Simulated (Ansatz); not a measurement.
**Random rock-salt alloy of LiF and LiH (64 atoms): a short ab initio trajectory**

How do the atoms of random rock-salt alloy of LiF and LiH (64 atoms) move, and what local order do they keep?

Program: Ansatz 0.2.0. Level of theory: Kohn-Sham DFT, PBE, PAW (set soft_2), plane waves. Results are calculated unless marked as measured.

## 1. Set-up

The cell holds 64 atoms: 32 Li, 24 H and 8 F. Cell: a = 8.138 Å, b = 8.138 Å, c = 8.138 Å, α = 90.0°, β = 90.0°, γ = 90.0°. It derives from LiF (rock-salt) and LiH, repeated 2×2×2. Rock-salt LiF, 2 x 2 x 2 conventional cells, 24 of 32 F sites given to H at random (x = 0.750), lattice by Vegard's rule (a = 4.069 Å); not relaxed, displaced by a Gaussian of 0.02 Å.

Before any run, some limits are plain. The host structure and its lattice constant were typed by rule, without a check against the phase diagram. Only the Γ point is sampled, in a cell whose shortest periodic width is 8 Å.

## 2. Dynamics started at 400 K

Without a thermostat the total energy must stay constant, which tests forces and time step. The time step is 0.5 fs, short enough for the stretching of bonds to hydrogen.

Input file input.yaml:

```yaml
crystal:
  lattice:
    - [8.138, 0.0, 0.0]
    - [0.0, 8.138, 0.0]
    - [0.0, 0.0, 8.138]
  atoms:
    - { symbol: Li, position: [0.9994, 0.0019, 0.99933] }
    - { symbol: H, position: [0.2476, 0.99982, 0.99748] }
    - { symbol: Li, position: [0.00057, 0.24557, 0.24974] }
    - { symbol: F, position: [0.2468, 0.24986, 0.24851] }
    [... 54 atom lines left out ...]
    - { symbol: Li, position: [0.50029, 0.74983, 0.74819] }
    - { symbol: F, position: [0.7504, 0.74917, 0.74904] }
    - { symbol: Li, position: [0.74949, 0.50095, 0.75066] }
    - { symbol: H, position: [0.50148, 0.49843, 0.74865] }
    - { symbol: Li, position: [0.74673, 0.75372, 0.50106] }
    - { symbol: H, position: [0.50025, 0.74914, 0.50082] }
kpoints:
  mp_grid: { grid: [1, 1, 1] }
hamiltonian:
  xc: pbe
scf:
  occupations: { method: fixed }
output:
  forces: true
md:
  timestep: 0.5
  n_steps: 200
  ensemble: nve
  temperature: 400
  initial_velocities: maxwell_boltzmann
  seed: 6368
```

On the command line:

```bash
$ ansatz run input.yaml --threads 4 --pin off --max-ram 8192MiB --backend cpu --events-out ev --progress --plain --runs-dir out
```

Wall time 3.2 min (4 threads of Arm Neoverse V1, shared host); peak memory 0.56 GiB; 12 min of CPU time.

The program notes that it switched symmetry off.

Rows from the run:

```
time (fs)  T (K)  potential (meV/atom)  conserved (meV/atom)
      0.0    400                   0.0                  0.00
      6.5    273                  16.1                  0.02
     13.5    182                  27.8                  0.02
     20.0    173                  28.9                  0.01
     26.5    115                  36.2                  0.02
     33.5    177                  28.3                  0.01
     40.0    212                  23.9                  0.01
     46.5    210                  24.1                  0.02
     53.5    242                  20.1                  0.01
     60.0    213                  23.8                  0.02
     66.5    205                  24.8                  0.02
     73.5    204                  24.9                  0.02
     80.0    201                  25.4                  0.02
     86.5    226                  22.2                  0.01
     93.5    219                  23.0                  0.02
    100.0    235                  21.1                  0.01
```

Mean square displacement from the first frame to the last: Li 0.023 Å², H 0.019 Å², F 0.012 Å².

The mean square displacement by time lag:

```
time lag (fs)   F (Å²)   H (Å²)  Li (Å²)
          0.5   6.7e-6   1.2e-4   2.1e-5
          2.5   1.6e-4  0.00288   5.1e-4
          4.5   5.2e-4  0.00898  0.00163
          6.5  0.00107   0.0177  0.00333
          8.5  0.00179   0.0282  0.00557
         10.5  0.00266   0.0395  0.00827
         12.5  0.00366   0.0505   0.0114
         14.5  0.00479   0.0603   0.0148
         17.0  0.00633   0.0695   0.0195
         19.0  0.00765   0.0738   0.0235
         21.0  0.00903   0.0750   0.0276
         23.0   0.0105   0.0731   0.0319
         25.0   0.0119   0.0687   0.0361
         27.0   0.0134   0.0624   0.0404
         29.0   0.0148   0.0550   0.0446
         31.0   0.0163   0.0475   0.0487
         33.5   0.0180   0.0393   0.0537
         35.5   0.0194   0.0345   0.0575
         37.5   0.0207   0.0316   0.0611
         39.5   0.0219   0.0308   0.0646
         41.5   0.0230   0.0319   0.0678
         43.5   0.0240   0.0346   0.0707
         45.5   0.0249   0.0385   0.0734
         47.5   0.0257   0.0430   0.0757
         50.0   0.0265   0.0486   0.0782
```

The drift taken off is the plain mean over atoms, not the centre of mass, so with hydrogen in the cell the heavy atoms' values at short lags are too large.

Over the second half of 100 fs the temperature averages 217 K with swings of 13 K r.m.s. The conserved energy stays within 0.03 meV/atom. From first frame to last Li has the largest mean square displacement, 0.023 Å² at the end; the farthest move is 0.32 Å. The mean temperature of 217 K lies well off the 400 K of the input: without a thermostat, part of the starting kinetic energy flows into potential energy (about half from a start near a minimum). The run spans 0.10 ps, too short for its means to be equilibrium values.

## 3. Local order late in the run

The g(r) is a mean over the second half; what follows it is taken at the last frame.

Density 1.23 g/cm³, 8.421 Å³ an atom.

Mean of 14 frames. Pair distribution functions g(r), in bins of 0.2 Å:

```
r (Å)  total  Li-Li  Li-H  Li-F   H-H   H-F   F-F
 1.70   0.07   0.00  0.19  0.04  0.00  0.00  0.00
 1.90   2.10   0.00  4.21  4.25  0.00  0.00  0.00
 2.10   2.29   0.00  4.52  4.77  0.00  0.00  0.00
 2.30   0.38   0.00  0.80  0.60  0.00  0.00  0.00
 2.50   0.05   0.07  0.05  0.08  0.06  0.00  0.00
 2.70   1.24   2.50  0.00  0.00  2.56  2.36  2.15
 2.90   2.96   5.79  0.00  0.00  5.66  6.68  5.78
 3.10   0.62   1.31  0.02  0.00  1.25  1.15  0.26
 3.30   0.35   0.04  0.74  0.41  0.02  0.05  0.00
 3.50   1.29   0.00  2.44  2.97  0.00  0.00  0.00
 3.70   0.53   0.05  1.06  0.94  0.04  0.00  0.00
 3.90   0.38   0.75  0.06  0.00  0.67  0.75  0.55
 4.10   0.68   1.29  0.03  0.00  1.38  1.39  1.85
 4.30   0.63   0.34  1.01  0.75  0.33  0.29  0.03
 4.50   2.12   0.02  4.17  4.39  0.01  0.00  0.00
 4.70   1.41   0.51  2.36  2.49  0.39  0.33  0.08
 4.90   1.72   3.14  0.21  0.14  3.19  3.64  2.81
 5.10   1.29   2.55  0.00  0.00  2.51  2.92  1.88
 5.30   0.11   0.27  0.00  0.00  0.22  0.13  0.09
 5.50   0.13   0.30  0.00  0.00  0.27  0.17  0.11
 5.70   0.69   1.23  0.05  0.03  1.29  1.57  1.58
 5.90   0.94   0.84  1.13  0.89  0.81  0.68  0.74
 6.10   1.65   0.20  3.02  3.46  0.17  0.10  0.04
 6.30   1.25   1.40  1.16  0.99  1.38  1.47  0.96
 6.50   1.25   1.97  0.48  0.38  2.00  2.33  1.98
 6.70   1.15   0.39  1.92  2.06  0.33  0.23  0.25
 6.90   0.72   0.37  1.08  1.04  0.46  0.12  0.91
 7.10   0.53   0.55  0.52  0.41  0.70  0.19  2.25
```

Bonds by pair of elements; cutoffs follow the first minimum of g(r), held within bounds set by covalent radii, and pairs that aren't listed don't count as bonded (cutoffs were set anew for this text, so counts can differ from the run's own analysis):

```
pair A-B  cutoff (Å)  bonds  mean length (Å)  spread (Å)  shortest (Å)  B about A  A about B
    Li-H        2.31    140             2.04        0.12          1.73       4.38       5.83
    Li-F        2.68     48             2.03       0.105          1.84        1.5          6
```

The cutoff for Li-H falls short of the minimum of g(r), so counts run low and odd coordinations can be artefacts.

How many atoms have how many bonded neighbours:

```
element  mean  4  5   6
      F     6  0  0   8
      H  5.83  0  4  20
     Li  5.88  1  2  29
```

Bond angles, per cent of each kind in bins of 5°:

```
angle (°)  Li-H-Li  H-Li-H  F-Li-H  Li-F-Li  F-Li-F
    75–80      0.3     0.4     1.6      0.0     0.0
    80–85     10.3     9.6     6.5      5.8     3.9
    85–90     28.8    31.9    34.8     35.0    26.9
    90–95     28.8    26.3    27.7     31.7    26.9
   95–100     10.0     8.0     9.8      6.7    19.2
  100–105      1.5     3.6     0.5      0.8     0.0
  105–110      0.3     0.0     0.0      0.0     0.0
  110–115      0.0     0.0     0.0      0.0     0.0
  115–120      0.0     0.0     0.0      0.0     0.0
  120–125      0.0     0.0     0.0      0.0     0.0
  125–130      0.0     0.0     0.0      0.0     0.0
  130–135      0.0     0.0     0.0      0.0     0.0
  135–140      0.0     0.0     0.0      0.0     0.0
  140–145      0.0     0.0     0.0      0.0     0.0
  145–150      0.0     0.0     0.0      0.0     0.0
  150–155      0.0     0.0     0.0      0.0     0.0
  155–160      0.0     0.0     0.0      0.0     0.0
  160–165      0.6     0.4     1.1      0.8     0.0
  165–170      3.5     3.6     3.8      1.7     7.7
  170–175     10.3     9.6     9.2      8.3     3.9
  175–180      5.6     6.8     4.9      9.2    11.5
```

Bond angles (no mean is given where the spread exceeds 20°):

```
  angle  count  mean (°)  spread (°)
Li-H-Li    340         -           -
 H-Li-H    251         -           -
 F-Li-H    184         -           -
Li-F-Li    120         -           -
 F-Li-F     26         -           -
```

Bond length by coordination (bonds to H left out):

```
element  coordination  atoms  mean bond length (Å)
     Li             5      2                  2.04
     Li             6     26                  2.03
```

For some of the pairs, g(r) has its first main peak near 2.87 Å (Li-Li), 1.99 Å (Li-H), 1.99 Å (Li-F), 2.88 Å (H-H), 2.83 Å (H-F) and 2.91 Å (F-F).

## 4. Single point at the last frame

The last frame is solved once more, with the analyses that the dynamics left out.

Input file input.yaml:

```yaml
crystal:
  lattice:
    - [8.138, 0.0, 0.0]
    - [0.0, 8.138, 0.0]
    - [0.0, 0.0, 8.138]
  atoms:
    - { symbol: Li, position: [0.0062, 0.00907, 0.00797] }
    - { symbol: H, position: [0.25603, 0.00404, 0.00071] }
    - { symbol: Li, position: [0.01696, 0.26312, 0.26778] }
    - { symbol: F, position: [0.25683, 0.24899, 0.26786] }
    [... 54 atom lines left out ...]
    - { symbol: Li, position: [0.50304, 0.74793, 0.72957] }
    - { symbol: F, position: [0.7388, 0.76134, 0.75568] }
    - { symbol: Li, position: [0.7482, 0.49201, 0.74544] }
    - { symbol: H, position: [0.50416, 0.50876, 0.74994] }
    - { symbol: Li, position: [0.77616, 0.75101, 0.49105] }
    - { symbol: H, position: [0.49254, 0.75333, 0.49403] }
kpoints:
  mp_grid: { grid: [1, 1, 1] }
hamiltonian:
  xc: pbe
scf:
  occupations: { method: fixed }
output:
  forces: true
  stress: true
  populations: true
  dos:
    method: { smearing: { sigma: 0.15 } }
    de: 0.1
    projected: { site_lists: { F: [F], H: [H], Li: [Li] } }
  eigenvalues: true
  write_density: true
  write_potential: true
  volumetric_format: npy
  elf: true
```

It took 3.7 s on 4 threads; peak memory 0.57 GiB; 13 s of CPU time.

The run gave:

* free energy: -13439.5647 eV
* free energy per atom: -209.9932 eV/atom
* SCF cycles: 7
* pressure: 0.5507 GPa
* r.m.s. force component: 0.2151 eV/Å
* longest force: 0.7249 eV/Å
* Fermi energy: 1.516 eV
* gap (highest filled to lowest empty level): 4.065 eV
* spilling of the projection: 0.008382

Length of the force by element:

```
element  coordination  atoms  mean length of the force (eV/Å)  spread   least   most
      F           all      8                            0.408   0.138   0.205  0.631
      H           all     24                            0.329   0.126   0.107  0.660
     Li           all     32                            0.344   0.142  0.0492  0.725
```

Löwdin charges by element (they lack the spilled electrons, 0.023 e an atom on average):

```
element  coordination  atoms  mean charge (e)  spread   least    most
      F           all      8           -0.745  0.0021  -0.749  -0.743
      H           all     24           -0.574   0.009  -0.587  -0.559
     Li           all     32            0.663   0.029   0.607   0.724
```

States in the cell by windows of 1 eV, zero at the Fermi level; the larger projections on atomic orbitals stand beside the total:

```
from (eV)  to (eV)  total   F p   H s  Li s
      -18       -7    0.0   0.0   0.0   0.0
       -7       -6    0.1   0.1   0.0   0.0
       -6       -5   30.9  26.8   1.4   2.3
       -5       -4   19.0  16.2   1.1   1.5
       -4       -3    5.3   0.9   2.7   1.6
       -3       -2   21.9   2.0  15.9   3.5
       -2       -1    8.3   0.5   6.6   1.0
       -1        0    9.7   0.1   8.9   0.5
        0        1    0.8   0.0   0.8   0.0
        1        3    0.0   0.0   0.0   0.0
        3        4    1.0   0.0   0.0   0.1
        4        5   10.2   0.1   0.2   3.4
```

With fixed occupations the program's Fermi level is the highest filled level; weight inside the gap is the broadening of levels at its edges.

Between -26 and -18 eV lie 16 more states.

The stored curve holds about 112 of the 176 electrons; the rest, give or take the few that broadening carries across the Fermi level, lie in deeper levels below its range.

The levels nearest the highest filled one (over half full), pooled over k-points and spins:

```
level less the highest filled one (eV)  occupation
                                 -1.03           2
                                -0.768           2
                                -0.530           2
                                -0.341           2
                                -0.152           2
                                     0           2
                                  4.06           0
                                  4.19           0
                                  4.29           0
                                  4.90           0
                                  4.98           0
                                  4.99           0
```

Mean Löwdin charges: F -0.75, H -0.57, Li +0.66 e (they miss 0.84 % of the electrons, so they add up to more than the cell's charge).

## 5. Outcome

```
mean temperature, second half                                : 216.9 K
temperature swing, second half                               : 13.2 K
slope of the conserved energy against time, by least squares : 0.01 meV/atom/ps
free energy per atom                                         : -209.9932 eV/atom
density                                                      : 1.227 g/cm³
pressure                                                     : 0.5507 GPa
r.m.s. force component                                       : 0.2151 eV/Å
gap (highest filled to lowest empty level)             : 4.065 eV
wall time of the 2 DFT runs                                  : 3.2 min
```

What this shows: Over the second half of 100 fs the temperature averages 217 K with swings of 13 K r.m.s. The conserved energy stays within 0.03 meV/atom. The mean temperature of 217 K lies well off the 400 K of the input: without a thermostat, part of the starting kinetic energy flows into potential energy (about half from a start near a minimum). The run spans 0.10 ps, too short for its means to be equilibrium values. The highest filled and lowest empty levels differ by 4.06 eV at Γ alone; the mesh holds the band edges only if they fold onto it, so the gap at this level can be narrower or closed, while semilocal functionals tend to narrow gaps against experiment.

What to keep in mind: The pressure of a single frame lacks the kinetic term, about 0.36 GPa here.

[Logs are printed without paths, hosts, clocks, repeated set-up lines and the standing remarks that a program may print on its own settings, such as how far it seeks lower states.]

[Hosts, paths, dates, database ids (printed as entryN), source tags and the programs' standing remarks are cut or masked in the printed files.]
